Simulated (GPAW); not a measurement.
# Ti2COS MXene monolayer: work function by functional and basis, part 2 of 2

Aim: the work function of both faces of Ti2COS MXene monolayer, and its spread over functionals and bases.

GPAW 26.7.0; GPAW, PAW setups; layer in a repeated cell with vacuum, relaxation of atoms and in-plane cell (the session's first sound run).

So far, upper work function (eV): step 3 (plane waves, PBE) 5.59; step 5 (GPAW, PAW setups) 5.84; step 6 (RPBE) 5.42; step 7 (revPBE) 5.43; step 8 (LDA) 6.00.

### Step 9. Real-space grid: mode = "fd"

A real-space grid is a second complete basis, so it checks the plane-wave result.

Input file run.py:

```python
import json
import numpy as np
from ase import Atoms
from gpaw import GPAW

slab = Atoms(
    ['S', 'Ti', 'C', 'Ti', 'O'],
    positions=[
        [-0.00000, 1.78620, 7.00000],
        [1.54690, 0.89310, 8.60676],
        [0.00000, 0.00000, 9.80316],
        [-0.00000, 1.78620, 11.13060],
        [1.54690, 0.89310, 12.01199]],
    cell=[[3.09379, 0.0, 0.0], [-1.5469, 2.67931, 0.0], [0.0, 0.0, 19.012]],
    pbc=[True, True, False])

slab.calc = GPAW(mode='fd', h=0.18, xc='PBE', kpts={'size': (12, 12, 1), 'gamma': True},
                 occupations={'name': 'fermi-dirac', 'width': 0.05}, nbands='160%',
                 convergence={'density': 1e-05}, maxiter=200,
                 poissonsolver={'dipolelayer': 'xy'},
                 symmetry={'tolerance': 1e-3}, txt='slab.txt')
result = {}
energy = slab.get_potential_energy()
fermi = slab.calc.get_fermi_level()
v = slab.calc.get_electrostatic_potential().mean((0, 1)) - fermi
n = slab.calc.get_pseudo_density().mean((0, 1))
L = slab.cell[2, 2]
z = np.arange(len(v)) * L / len(v)
low, high = slab.positions[:, 2].min(), slab.positions[:, 2].max()
below, above = np.interp([low - 4.8, high + 4.8], z, v)
slopes = [np.interp(x, z, np.gradient(v, z)) for x in (low - 4.8, high + 4.8)]
eps = np.array([[slab.calc.get_eigenvalues(k, s) for k in range(len(slab.calc.get_ibz_k_points()))]
                for s in range(slab.calc.get_number_of_spins())]) - fermi
top, bottom = eps[eps < 0].max(), eps[eps > 0].min()
dipole = slab.get_dipole_moment()[2]
print(f'energy {energy:.4f} eV, Fermi level {fermi:.4f} eV, dipole {dipole:.5f} e A')
print(f'potential 4.8 A off the faces, from the Fermi level: lower {below:.4f} eV, upper {above:.4f} eV')
print(f'slope of the potential there: lower {slopes[0]:.5f}, upper {slopes[1]:.5f} eV/A')
print(f'nearest levels on the mesh: {top:.4f} and {bottom:.4f} eV')
print('magnetic moment', round(slab.get_magnetic_moment(), 3))
result.update(energy=energy, fermi=fermi, dipole=dipole, below=below, above=above, slopes=slopes, edges=[top, bottom],
              z=z.tolist(), v=v.tolist(), n=n.tolist(), positions=slab.positions.tolist(),
              forces=slab.get_forces(apply_constraint=False).tolist(), moments=slab.get_magnetic_moments().tolist())
json.dump(result, open('result.json', 'w'))
```

On the command line:

```console
> OMP_NUM_THREADS=1 OPENBLAS_NUM_THREADS=1 python run.py
```

Run time: 3.2 min. Hardware: 1 thread of AMD EPYC 7B13 (Zen 3), shared host; peak memory 0.58 GiB.

This step gave:

```yaml
dipole_along_the_normal: 0.01691 e·Å
levels_nearest_the_fermi_level_on_the_mesh: -0.05453, 0.03876 eV from the Fermi level
upper_work_function: 5.595 eV
lower_work_function: 5.964 eV
```

The electrostatic potential energy of an electron (without an applied field's), less the Fermi level, planar mean oscillates, so the rows of the table below give means over windows of 0.5 Å about each position, cut where the curve ends. Its maxima inside the range that stand out by 2 % of the span (Å: eV): 7.77: -4.16, 9.32: -6.60, 10.33: -5.07, 11.70: -11.9. Its minima: 7.04: -19.4, 8.59: -17.5, 9.78: -11.2, 11.15: -18.3, 11.97: -12.9.

Table of electrostatic potential energy of an electron (without an applied field's), less the Fermi level, planar mean by z; means over each step:

z (Å), electrostatic potential energy of an electron (without an applied field's), less the Fermi level, planar mean (eV) and a bar from the least value:
```
      0.0        5.9 ##############################
      0.5        6.0 ##############################
      1.0        6.0 ##############################
      1.5        6.0 ##############################
      2.0        6.0 ##############################
      2.5        6.0 ##############################
      3.0        6.0 ##############################
      3.5        6.0 ##############################
      4.0        6.0 ##############################
      4.5        5.9 ##############################
      5.0        5.9 ##############################
      5.5        5.5 #############################
      6.0        3.5 ###########################
      6.5       -5.0 ################
      7.0      -17.2 
      7.5       -7.7 ############
      8.0       -6.8 #############
      8.5      -15.8 ##
      9.0      -11.4 ########
      9.5       -8.2 ############
     10.0       -8.4 ###########
     10.5       -7.2 #############
     11.0      -16.2 #
     11.5      -14.1 ####
     12.0      -11.1 ########
     12.5        0.2 ######################
     13.0        4.7 ############################
     13.5        5.4 #############################
     14.0        5.6 #############################
     14.5        5.6 ##############################
     15.0        5.6 ##############################
     15.5        5.6 ##############################
     16.0        5.6 ##############################
     16.5        5.6 ##############################
     17.0        5.6 ##############################
     17.5        5.6 ##############################
     18.0        5.6 ##############################
     18.5        5.6 ##############################
```

The upper face's work function is 5.595 eV, against 5.585 eV in the first plane-wave PBE run at this geometry.

### Step 10. Atomic orbitals: mode = "lcao"

Atom-centred orbitals end a few angstrom from the surface, which tests how much the density's tail matters.

run.py, as its differences from that of step 9:

```diff
@@ -16,4 +16,4 @@
 
-slab.calc = GPAW(mode='fd', h=0.18, xc='PBE', kpts={'size': (12, 12, 1), 'gamma': True},
-                 occupations={'name': 'fermi-dirac', 'width': 0.05}, nbands='160%',
+slab.calc = GPAW(mode='lcao', basis='dzp', h=0.18, xc='PBE', kpts={'size': (12, 12, 1), 'gamma': True},
+                 occupations={'name': 'fermi-dirac', 'width': 0.05}, nbands='120%',
                  convergence={'density': 1e-05}, maxiter=200,
```

Elapsed: 8.1 min, on 1 thread; peak memory 0.33 GiB.

This step gave:

- dipole along the normal: 0.01098 e·Å
- levels nearest the Fermi level on the mesh: -0.05248, 0.03619 eV from the Fermi level
- upper work function: 5.732 eV
- lower work function: 5.972 eV

The upper face's work function is 5.732 eV, against 5.585 eV in the first plane-wave PBE run at this geometry.

### Step 11. Cost and result by level

Times are for 1 thread of AMD EPYC 7B13 (Zen 3), shared host. The series side by side:

| no. | run | upper work function (eV) | lower work function (eV) | time | memory (GiB) |
| --- | --- | --- | --- | --- | --- |
| 1 | pw | 5.585 | 5.967 | 46 s | 0.23 |
| 2 | vdW DF2 | 6.061 | 6.318 | 95 s | 0.37 |
| 3 | optPBE vdW | 5.837 | 6.181 | 58 s | 0.37 |
| 4 | RPBE | 5.416 | 5.868 | 46 s | 0.23 |
| 5 | revPBE | 5.429 | 5.868 | 46 s | 0.23 |
| 6 | LDA | 5.999 | 6.220 | 45 s | 0.24 |
| 7 | fd | 5.595 | 5.964 | 3.2 min | 0.58 |
| 8 | lcao | 5.732 | 5.972 | 8.1 min | 0.33 |

### Step 12. Side by side

Results and costs are gathered.

This step: comparison of work functions, dipole and cost (GPAW 26.7.0).

Ladder, by row:

| step | code | work function, upper (eV) | work function, lower (eV) | dipole (e Å) | wall time (s) | peak memory (GiB) | threads |
| --- | --- | --- | --- | --- | --- | --- | --- |
| pw | GPAW | 5.585 | 5.967 | 0.01719 | 45.83 | 0.23 | 1 |
| vdW-DF2 | GPAW | 6.061 | 6.318 | 0.01145 | 95.03 | 0.37 | 1 |
| optPBE-vdW | GPAW | 5.837 | 6.181 | 0.01548 | 58.34 | 0.37 | 1 |
| RPBE | GPAW | 5.416 | 5.868 | 0.02045 | 46.07 | 0.23 | 1 |
| revPBE | GPAW | 5.429 | 5.868 | 0.01982 | 46.21 | 0.23 | 1 |
| LDA | GPAW | 5.999 | 6.22 | 0.009835 | 44.81 | 0.24 | 1 |
| fd | GPAW | 5.595 | 5.964 | 0.01691 | 191.7 | 0.58 | 1 |
| lcao | GPAW | 5.732 | 5.972 | 0.01098 | 486.9 | 0.33 | 1 |

### Step 13. A changed run

One more run, with changed settings.

This step: GPAW, PAW setups; slab in vacuum (GPAW 26.7.0).

run.py, as its differences from that of step 10:

```diff
@@ -3,3 +3,3 @@
 from ase import Atoms
-from gpaw import GPAW
+from gpaw import GPAW, PW
 
@@ -16,5 +16,5 @@
 
-slab.calc = GPAW(mode='lcao', basis='dzp', h=0.18, xc='PBE', kpts={'size': (12, 12, 1), 'gamma': True},
-                 occupations={'name': 'fermi-dirac', 'width': 0.05}, nbands='120%',
-                 convergence={'density': 1e-05}, maxiter=200,
+slab.calc = GPAW(mode=PW(500), xc='PBE', kpts={'size': (12, 12, 1), 'gamma': True},
+                 occupations={'name': 'fermi-dirac', 'width': 1.0}, nbands='160%',
+                 convergence={'density': 1e-05}, maxiter=50,
                  poissonsolver={'dipolelayer': 'xy'},
```

Run time: 48 s. Hardware: 1 thread; peak memory 0.23 GiB.

The run finished. A setting was moved off its sound value on purpose, so it serves as a test and not as the result.

The fault put into the input: a smearing of electronvolts (width = 1.0).

Side by side:

| quantity | this run | sound run | difference |
| --- | --- | --- | --- |
| dipole along the normal (e·Å) | -0.018030 | 0.017190 | -0.0352 |
| upper work function (eV) | 6.0483 | 5.5851 | 0.463 |
| lower work function (eV) | 5.6583 | 5.9667 | -0.308 |

One result that differs is the upper work function, 6.05 eV against 5.59 eV.

### Step 14. Summary of results

| Quantity | Value |
| --- | --- |
| work function, upper and lower face | 5.585 and 5.967 eV |
| dipole along the normal | 0.0172 e Å |

What this shows: With plane waves and PBE the work function is 5.59 eV on the upper face and 5.97 eV on the lower. The two faces differ by 0.38 eV, the step that the slab's dipole makes (e p/(ε0 A) gives 0.38 eV), so the dipole layer is needed. Over the sound runs of the table the upper face's work function spans 5.416 (RPBE) to 6.061 eV (vdW-DF2). Atomic orbitals miss the plane-wave value by 0.15 eV, since they describe the tail of the density in the vacuum poorly. The relaxation of atoms and cell ran in a fully periodic cell without the dipole layer, so the atoms of this polar layer felt a small spurious field. The runs had no spin polarisation, so a magnetic state, which thin layers of d-metal atoms can have, wasn't tested. The layer's cell and atoms come from the relaxation; spin-orbit coupling and temperature are left out.

[Logs are printed without paths, hosts, clocks, repeated set-up lines and the standing remarks that a program may print on its own settings, such as how far it seeks lower states.]

[Hosts, paths, dates, database ids (printed as entryN), source tags and the programs' standing remarks are cut or masked in the printed files.]
